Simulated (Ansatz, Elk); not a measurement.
## How far do independent atoms describe Cd3Mo?

Structure refinements treat a crystal as free atoms side by side. For a made-up structure of Cd3Mo (cell and positions from a PBE relaxation) the runs below show what the calculated density changes in F(hkl).

Program: Elk 11.2.3 (patched build). Level of theory: DFT, PBE, all-electron APW+lo, Dirac cores, scalar-relativistic bands, static density, no spin. Results are calculated unless marked as measured.

The structure was built from a prototype and need not be the compound's stable phase.

**1. The structure**

Symmetry: Pm-3m, No. 221, cubic system. Conventional cell: a = 4.246 Å, b = 4.246 Å, c = 4.246 Å, α = 90.00°, β = 90.00°, γ = 90.00°. Cd has 8 Cd at 3.00 Å and 4 Mo at 3.00 Å nearest. Nearest to Mo lie 12 Cd at 3.00 Å. Farther neighbours are not listed.

**2. Ground state and structure factors**

An all-electron density is needed, since X-rays see the cores too. Task 0 finds the density and task 195 Fourier-transforms it; tshift is off so that phases refer to the origin typed.

elk.in reads:

```
tasks
  0
  195

xctype
  20

spinpol
  .false.

rgkmax
  7.0

gmaxvr
  14.0

lmaxo
  7

lmaxapw
  8

swidth
  0.002

tshift
  .false.

hmaxvr
  5.5

maxscl
  120

epspot
  1e-06

sppath
  './'

avec
  8.02288208546 -0.00000000000 0.00000000000
  -0.00000000000 8.02288208546 0.00000000000
  0.00000000000 0.00000000000 8.02288208546

atoms
  2
  'Cd.in'
  3
  0.5000000000 0.5000000000 0.0000000000   0.000000 0.000000 0.000000
  0.5000000000 0.0000000000 0.5000000000   0.000000 0.000000 0.000000
  -0.0000000000 0.5000000000 0.5000000000   0.000000 0.000000 0.000000
  'Mo.in'
  1
  -0.0000000000 0.0000000000 0.0000000000   0.000000 0.000000 0.000000

ngridk
  5 5 5
```

Command:

```bash
> OMP_NUM_THREADS=4 elk
```

Numbers of over 12 decimals in the logs are rounded to 6 here.

The program printed:

```text
┌─────────────────────────┐
│ Elk code version 11.2.3 │
└─────────────────────────┘

All units are atomic (Hartree, Bohr, etc.)

┌─────────────────────────────────────────────────┐
│ Ground-state run starting from atomic densities │
└─────────────────────────────────────────────────┘

Lattice vectors :
   8.022882085      -0.000000000       0.000000000
  -0.000000000       8.022882085       0.000000000
   0.000000000       0.000000000       8.022882085

Reciprocal lattice vectors :
  0.7831581270       0.000000000      -0.000000000
   0.000000000      0.7831581270      -0.000000000
  -0.000000000      -0.000000000      0.7831581270

Unit cell volume      :    516.4059385
Brillouin zone volume :   0.4803395835

Muffin-tin inner radius fraction :   0.1000000000E-01

Nuclei treated as point charges

Species : 1 (Cd)
 parameters loaded from : Cd.in
 name : cadmium
 nuclear charge    :   -48.00000000
 electronic charge :    48.00000000
 atomic mass :    204912.7176
 muffin-tin radius :    2.600000000
 number of radial points in muffin-tin :   1193
 inner part over the whole radius :   0.9972693929E-02
 number on inner part of muffin-tin    :    850
 approximate nuclear radius :   0.8708852602E-04
 number of mesh points to nuclear radius :    426
 atomic positions (lattice), magnetic fields (Cartesian) :
  1 :   0.50000000  0.50000000  0.00000000    0.00000000  0.00000000  0.00000000
  2 :   0.50000000  0.00000000  0.50000000    0.00000000  0.00000000  0.00000000
  3 :   0.00000000  0.50000000  0.50000000    0.00000000  0.00000000  0.00000000

Species : 2 (Mo)
 parameters loaded from : Mo.in
 name : molybdenum
 nuclear charge    :   -42.00000000
 electronic charge :    42.00000000
 atomic mass :    174887.9214
 muffin-tin radius :    2.600000000
 number of radial points in muffin-tin :   1193
 inner part over the whole radius :   0.9897744308E-02
 number on inner part of muffin-tin    :    848
 approximate nuclear radius :   0.8334154960E-04
 number of mesh points to nuclear radius :    419
 atomic positions (lattice), magnetic fields (Cartesian) :
  1 :   0.00000000  0.00000000  0.00000000    0.00000000  0.00000000  0.00000000

Total number of atoms per unit cell :    4
Total muffin-tin volume :    294.4887066
 ratio of muffin-tin to unit cell volume :   0.5702659179

Spin treatment :
 spin-unpolarised

Number of Bravais lattice symmetries :   48
Number of crystal symmetries         :   48
Crystal has inversion symmetry
Real symmetric eigensolver will be used

k-point grid :      5     5     5
k-point offset :    0.000000000       0.000000000       0.000000000
k-point set is reduced with full crystal symmetry group
Total number of k-points :       10

Muffin-tin radius times maximum |G+k| :    7.000000000
 using average radius
Maximum |G+k| for APW functions       :    2.692307692
Maximum (1/2)|G+k|²                   :    3.624260355
Maximum |G| for potential and density :    14.00000000
Constant for pseudocharge density :    9
 order of it for each species :   16  16
 order of it for pair densities of each species (exact exchange by exxq0 0: 17) :   10  10
Radial integration step length :    1

G-vector grid sizes :     36    36    36
Number of G-vectors :    23847

Maximum angular momentum used for
 APW functions            :    8
 outer part of muffin-tin :    7
 inner part of muffin-tin :    2

Total nuclear charge    :   -186.0000000
Total core charge       :    118.0000000
Total valence charge    :    68.00000000
Total excess charge     :    0.000000000
Total electronic charge :    186.0000000

Effective Wigner radius, rₛ :   0.8718930680

Number of empty states         :     16
Total number of valence states :     51
Total number of core states    :    118

Third-order local-orbitals added for an l without core states : T
Total number of local-orbitals :     69

Exchange-correlation functional :     20     0     0
 Perdew-Burke-Ernzerhof, Phys. Rev. Lett. 77, 3865 (1996)
 gradient requirement :    1
[...]
exchange                    :     -577.58461149564
 correlation                 :     -9.949116
 electron entropic           :    -0.46165291957000E-03
 total energy                :     -20838.504248025

Density of states at Fermi energy :    31.39593790
 (states/Hartree/unit cell)

Estimated indirect band gap :   0.5963573328E-02
 from k-point 4 to k-point 3
Estimated direct band gap   :   0.1501375905E-01
 at k-point 4

Charges :
 core                        :    118.0000000
 valence                     :    68.00000000
 interstitial                :    5.835395537
 muffin-tins (core leakage)
  species : 1 (Cd)
   atom 1                    :    46.73668990     (  0.2569960289E-03)
   atom 2                    :    46.73668990     (  0.2569960289E-03)
[...]
species : 2 (Mo)
[...]
total in muffin-tins        :    180.1646045
 total calculated charge     :    185.9984312
 total charge                :    186.0000000
 error                       :   0.1568819333E-02

RMS change in Kohn-Sham potential (target) :   0.1012092261     (  0.1000000000E-05)
Absolute change in total energy (target)   :   0.1155414324     (  0.1000000000E-03)

[... loops 3 to 15 left out ...]

┌──────────────────┐
│ Loop number : 16 │
└──────────────────┘

Energies :
 Fermi                       :     0.274871
 sum of occupied eigenvalues :     -12481.992454668
 electron kinetic            :      21799.772103865
 core electron kinetic       :      21147.088614619
 Coulomb                     :     -42049.152986874
 Coulomb potential           :     -33514.479270614
 nuclear-nuclear             :     -2475.1299225486
 electron-nuclear            :     -45705.772196890
 Hartree                     :      6131.7491325644
 Madelung                    :     -25291.913351567
 xc potential                :     -767.28528791858
 exchange                    :     -578.24305849686
 correlation                 :     -9.950492
 electron entropic           :    -0.48986959726130E-03
 total energy                :     -20837.574922952

Density of states at Fermi energy :    32.35728063
 (states/Hartree/unit cell)

Estimated indirect band gap :   0.5982699094E-02
 from k-point 1 to k-point 3
Estimated direct band gap   :   0.1351201668E-01
 at k-point 2

Charges :
 core                        :    118.0000000
 valence                     :    68.00000000
 interstitial                :    5.451147731
 muffin-tins (core leakage)
  species : 1 (Cd)
[...]
species : 2 (Mo)
[...]
total in muffin-tins        :    180.5488523
 total calculated charge     :    185.9985359
 total charge                :    186.0000000
 error                       :   0.1464081722E-02

RMS change in Kohn-Sham potential (target) :   0.6202422204E-07 (  0.1000000000E-05)
Absolute change in total energy (target)   :   0.4092083327E-04 (  0.1000000000E-03)

Convergence targets achieved

┌──────────────────┐
│ Loop number : 17 │
└──────────────────┘

Energies :
 Fermi                       :     0.274871
 sum of occupied eigenvalues :     -12481.992452445
 electron kinetic            :      21799.772110129
 core electron kinetic       :      21147.088617614
 Coulomb                     :     -42049.152988225
 Coulomb potential           :     -33514.479272444
 nuclear-nuclear             :     -2475.1299225486
 electron-nuclear            :     -45705.772199203
 Hartree                     :      6131.7491335273
 Madelung                    :     -25291.913352003
 xc potential                :     -767.28529012948
 exchange                    :     -578.24305854204
 correlation                 :     -9.950492
 electron entropic           :    -0.48987018446072E-03
 total energy                :     -20837.574918061

Density of states at Fermi energy :    32.35732760
 (states/Hartree/unit cell)

Estimated indirect band gap :   0.5982675140E-02
 from k-point 1 to k-point 3
Estimated direct band gap   :   0.1351201591E-01
 at k-point 2

Charges :
 core                        :    118.0000000
 valence                     :    68.00000000
 interstitial                :    5.451147183
 muffin-tins (core leakage)
  species : 1 (Cd)
[...]
atom 2                    :    46.77212185     (  0.2432500918E-03)
   atom 3                    :    46.77212185     (  0.2432500918E-03)
  species : 2 (Mo)
   atom 1                    :    40.23248725     ( -0.2823937706E-07)
 total in muffin-tins        :    180.5488528
 total calculated charge     :    185.9985359
 total charge                :    186.0000000
 error                       :   0.1464081888E-02

┌──────────────────────────────┐
│ Self-consistent loop stopped │
└──────────────────────────────┘

Warning : core states of species 1 leak from the muffin-tin :   0.2432500918E-03

Wrote STATE.OUT
```

Elapsed: 18 s, on 4 threads of Arm Neoverse V1, shared host; peak memory 0.17 GiB; 39 s of CPU time.

SFACRHO.OUT:

```text

h k l indices transformed by vhmat matrix:
   1.000000000       0.000000000       0.000000000    
   0.000000000       1.000000000       0.000000000    
   0.000000000       0.000000000       1.000000000    

      h      k      l  multipl.   |H|            Re(F)            Im(F)           |F|

      0      0      0      1   0.0000000       186.00000      0.61584345E-17   186.00000    
      0      1      0      6  0.78315813      -6.0458691      0.10352120E-13   6.0458691    
      0     -1      1     12   1.1075528      -6.1059943     -0.27895077E-14   6.1059943    
      1     -1     -1      8   1.3564697       148.38350      0.94086630E-14   148.38350    
     -2      0      0      6   1.5663163       141.20052      0.18009119E-13   141.20052    
     -1      0     -2     24   1.7511948      -5.2231990     -0.86253745E-14   5.2231990    
     -2      1      1     24   1.9183378      -4.9138529     -0.16616806E-13   4.9138529    
     -2      2      0     12   2.2151057       121.75800      0.44307535E-14   121.75800    
     -2     -1      2     24   2.3494744      -4.1876734     -0.11758693E-13   4.1876734    
      3      0      0      6   2.3494744      -4.4318399      0.22530380E-13   4.4318399    
     -3      0     -1     24   2.4765634      -4.1420376     -0.21657954E-16   4.1420376    
     -3     -1      1     24   2.5974417       111.71000      0.19247289E-13   111.71000    
      2      2      2      8   2.7129393       109.08809     -0.41419112E-13   109.08809    
      0     -2     -3     24   2.8237168      -3.5953254     -0.20196118E-13   3.5953254    
     -2      3      1     48   2.9303094      -3.4171488     -0.13165881E-13   3.4171488    
      0      0      4      6   3.1326325       99.828972     -0.25383413E-13   99.828972    
      0      4     -1     24   3.2290437      -3.1880159     -0.61992712E-14   3.1880159    
      3      2      2     24   3.2290437      -3.0384605      0.18577934E-13   3.0384605
```

Elk indexes on the primitive cell of elk.in and gives |H| = 4π sin θ/λ in inverse bohr. Below, one row stands for each form hkl of the conventional cell (m members, Friedel mates merged), F is for one primitive cell and the density is static (no thermal factor). Free-atom factors are Waasmaier and Kirfel's, and R is Σm||F|−|F'||/Σm|F|.

| hkl | m | sin θ/λ (Å⁻¹) | abs F, DFT | neutral atoms | diff. |
| --- | --- | --- | --- | --- | --- |
| 100 | 6 | 0.118 | 6.046 | 6.114 | -0.068 |
| 110 | 12 | 0.167 | 6.106 | 5.971 | +0.135 |
| 111 | 8 | 0.204 | 148.383 | 149.053 | -0.670 |
| 200 | 6 | 0.235 | 141.201 | 141.899 | -0.698 |
| 210 | 24 | 0.263 | 5.223 | 5.186 | +0.037 |
| 211 | 24 | 0.288 | 4.914 | 4.947 | -0.033 |
| 220 | 12 | 0.333 | 121.758 | 121.692 | +0.066 |
| 221 | 24 | 0.353 | 4.188 | 4.325 | -0.137 |
| 300 | 6 | 0.353 | 4.432 | 4.325 | +0.107 |
| 310 | 24 | 0.372 | 4.142 | 4.140 | +0.002 |
| 311 | 24 | 0.391 | 111.710 | 111.540 | +0.170 |
| 222 | 8 | 0.408 | 109.088 | 108.754 | +0.334 |
| 320 | 24 | 0.425 | 3.595 | 3.640 | -0.045 |
| 321 | 48 | 0.441 | 3.417 | 3.491 | -0.074 |

**3. What came out**

| Item | Value |
| --- | --- |
| R against neutral atoms, sin θ/λ < 0.3 Å⁻¹ | 0.56 % |
| R against neutral atoms, 0.3 to 0.82 Å⁻¹ | 0.32 % |

What this shows: Independent neutral atoms miss the calculated amplitudes by R = 0.56 % below 0.3 Å⁻¹ and 0.32 % from there to 0.82 Å⁻¹; by shells, 1.13 % below 0.15 Å⁻¹ (1 form), 0.55 % 0.15 to 0.3 (5 forms), 0.29 % 0.3 to 0.45 (8 forms), 0.32 % above 0.45 (43 forms). Bonding, aspherical density and the tables' own atoms all enter these figures, and the runs don't part them. The largest change of an amplitude is -0.70 electrons, at 200. The basis has no finished test. The k-mesh has no finished test. These runs have no spin, though d or f shells may be open. Part of the difference isn't bonding: the tables are fits to free atoms and ions calculated by other methods than this functional. Thermal motion, anomalous dispersion and extinction are left out.

[Logs are printed without paths, hosts, clocks, repeated set-up lines and the standing remarks that a program may print on its own settings, such as how far it seeks lower states.]

[Hosts, paths, dates, database ids (printed as entryN), source tags and the programs' standing remarks are cut or masked in the printed files.]
